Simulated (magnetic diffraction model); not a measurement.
**CaYb: what an assumed order does to the neutron pattern**

Space group Amm2 (no. 38), a = 6.0130 Å, b = 3.9090 Å, c = 18.3540 Å.

| site | atom | x | y | z |
| --- | --- | --- | --- | --- |
| 2b | Yb | 1/2 | 1/2 | 0.2988 |
| 2a | Yb | 0 | 1/2 | 0.1492 |
| 2a | Yb | 0 | 1/2 | 0.4864 |
| 2b | Ca | 1/2 | 0 | 0.4651 |
| 2b | Ca | 1/2 | 0 | 0.1145 |
| 2a | Ca | 0 | 0 | 0.3206 |

This is a made-up structure (elements placed in a structure type, unrelaxed), so the numbers test the method and describe no known phase.

Only Yb is taken to order (form factors of Yb3+); orders and moment sizes are assumed, and not adapted to the symmetry. Radiation: neutrons of λ = 1.909 Å, 5° to 50°; isotropic B of 0.47 Å² (Yb) and 0.54 Å² (Ca). The intensities are simulated: I ∝ L Σ (|F_N|² + |F_M⊥|²) for unpolarised neutrons, with F_M = 2.695 fm/μB × Σ f(s) S exp(2πi Q·r) exp(−B s²) at Q = H ± k (one set where k and −k are equivalent), only the part normal to Q counting and L = 1/(sin²θ cos θ). For collinear order S is the moment m, which repeats by lattice and centring translations R with the sign exp(−2πi k·R). Form factors are spin-only for 3d ions and dipole or tabulated for f ions, scattering lengths are Sears's of 1992, and absorption is left out. A label names one of the reflections at its angle. The strongest nuclear line in the range is 100, and lines under 0.2 are left out.

Assume the order k = (0 1 0), collinear moments along [001], 3.2 μB on Yb; signs + at (1/2, 1/2, 0.2988), + at (0, 1/2, 0.1492), + at (0, 1/2, 0.4864).

Q: Where does magnetic intensity appear, and how strong is it?

```csv
2θ (°),index,nuclear,magnetic
11.94,(0 0 2),0.3,0.0
18.27,(1 0 0),2.5,0.0
21.88,(1 0 2),13.7,0.0
24.01,(0 0 4),0.4,0.0
25.72,(1 0 3),0.0,13.1
28.27,(0 1 0),0.0,10.9
28.91,(0 1 1),8.5,0.0
30.34,(1 0 4),8.2,0.0
33.69,(0 1 3),4.8,0.0
33.87,(1 1 0),0.0,1.6
36.03,(1 1 2),0.0,10.4
36.36,(0 0 6),23.6,0.0
37.02,(2 0 0),28.6,0.0
37.53,(2 0 1),0.0,5.0
38.59,(1 1 3),100.0,0.0
40.98,(1 0 6),9.2,0.0
41.43,(2 0 3),0.0,1.1
41.80,(0 1 5),4.0,0.0
41.94,(1 1 4),0.0,4.7
44.61,(2 0 4),0.3,0.0
45.96,(1 1 5),0.3,0.0
46.68,(0 1 6),0.0,2.4
47.22,(2 1 0),0.0,7.0
47.64,(2 1 1),6.7,0.0
48.46,(2 0 5),0.0,1.8
```

The strongest magnetic line in the range is (1 0 3) at 25.72° (13.1). On top of the Lorentz factor, which all lines share, magnetic lines fade with angle because f falls: for Yb3+ it is 0.97, 0.88, 0.76 and 0.51 at sin θ/λ = 0.1, 0.2, 0.3 and 0.5 Å⁻¹, while nuclear lengths stay constant. The order has no net moment.

[Logs are printed without paths, hosts, clocks, repeated set-up lines and the standing remarks that a program may print on its own settings, such as how far it seeks lower states.]
